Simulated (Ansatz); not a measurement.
# Random alloy of the fcc Cu-Al line, x = 0.0312 (128 atoms), relaxed: mesh and functional compared

Which bonds does the relaxation leave, and how do forces and pressure change with k-mesh and functional?

Calculated with Ansatz 0.2.0: Kohn-Sham DFT, PBE, PAW (set soft_2), plane waves; cutoff 420 eV, k-mesh 2×2×2, fermi-dirac smearing of 0.1 eV.

**The cell**

The cell holds 128 atoms: 4 Al and 124 Cu. Cell: a = 12.636 Å, b = 12.636 Å, c = 12.636 Å, α = 109.5°, β = 109.5°, γ = 109.5°. It derives from Cu (fcc Cu-Al) and Al. Fcc Cu-Al: 128 atoms, 4 of 128 Cu sites given to Al at random, cell and internal coordinates interpolated linearly between the end members (Vegard's rule); not relaxed, displaced by a Gaussian of 0.02 Å. Lattice constants are starting values near those of PBE.

Cell and atoms were relaxed with PBE. The walk converged after 4 steps by the program's count, with a largest force component of 0.00165 eV/Å; it began at an r.m.s. force component of 0.16 eV/Å. The edges went from 12.636, 12.636, 12.636 to 12.608, 12.602, 12.600 Å, and the volume from 12.132 to 12.042 Å³ an atom (-0.7 %).

The input of the reference single point:

```yaml
crystal:
  lattice:
    - [-7.27529, 7.28005, 7.28153]
    - [7.27533, -7.2748, 7.27631]
    - [7.27422, 7.27373, -7.27628]
  atoms:
    - { symbol: Al, position: [0.50096, 0.00049, 0.001] }
    - { symbol: Cu, position: [0.75112, 0.12512, 0.12558] }
    - { symbol: Cu, position: [0.62517, 0.25063, 0.12503] }
    - { symbol: Cu, position: [0.62618, 0.12591, 0.25157] }
    [... 122 atom lines left out ...]
    - { symbol: Cu, position: [0.12436, 0.99929, 0.87351] }
    - { symbol: Cu, position: [0.12436, 0.87402, 0.99927] }
kpoints:
  mp_grid: { grid: [2, 2, 2] }
hamiltonian:
  xc: pbe
scf:
  occupations: { method: fermi_dirac, width: 0.1 }
output:
  forces: true
  stress: true
  populations: true
  dos:
    method: { smearing: { sigma: 0.08 } }
    de: 0.05
    projected: { site_lists: { Al: [Al], Cu: [Cu] } }
  eigenvalues: true
  write_density: true
  write_potential: true
  volumetric_format: npy
```

**Bonds after relaxation**

Bonds by pair of elements; cutoffs follow the first minimum of g(r), held within bounds set by covalent radii, and pairs that aren't listed don't count as bonded:

```
pair A-B  cutoff (Å)  bonds  mean length (Å)  spread (Å)  shortest (Å)  B about A  A about B
   Cu-Cu        2.98    721             2.57       0.007          2.55       11.6       11.6
   Cu-Al        2.98     46             2.58        0.02          2.53      0.371       11.5
   Al-Al        3.05      1             2.74           0          2.74        0.5        0.5
```

How many atoms have how many bonded neighbours:

```
element  mean   12
     Al    12    4
     Cu    12  124
```

**Levels of theory**

Single points at the relaxed geometry:

```
functional  k-mesh  pressure (GPa)  r.m.s. force component (eV/Å)  SCF cycles  time
       PBE   2×2×2            0.01                          0.000          10  20 s
       PBE   3×3×3           -0.08                          0.002           9  40 s
    r2SCAN   2×2×2           -6.23                          0.011          16  28 s
    PBEsol   2×2×2           -7.80                          0.016          11  19 s
```

Cutoffs: 420 eV for PBE and PBEsol; 500 eV for r2SCAN.

**Findings**

Every run has partly filled levels at the Fermi energy, as in a metal. Against the reference the pressure changes with r2SCAN by -6.2 GPa and PBEsol by -7.8 GPa; a negative change means a smaller volume than PBE would take. The denser mesh moves the energy by +0.0 meV/atom and the pressure by -0.09 GPa.

Limits: All single points share the geometry relaxed with PBE. One random arrangement of the atoms on their sites. In some runs the program notes that it cut back its plan to fit the GPU's memory.

[Logs are printed without paths, hosts, clocks, repeated set-up lines and the standing remarks that a program may print on its own settings, such as how far it seeks lower states.]

[Hosts, paths, dates, database ids (printed as entryN), source tags and the programs' standing remarks are cut or masked in the printed files.]
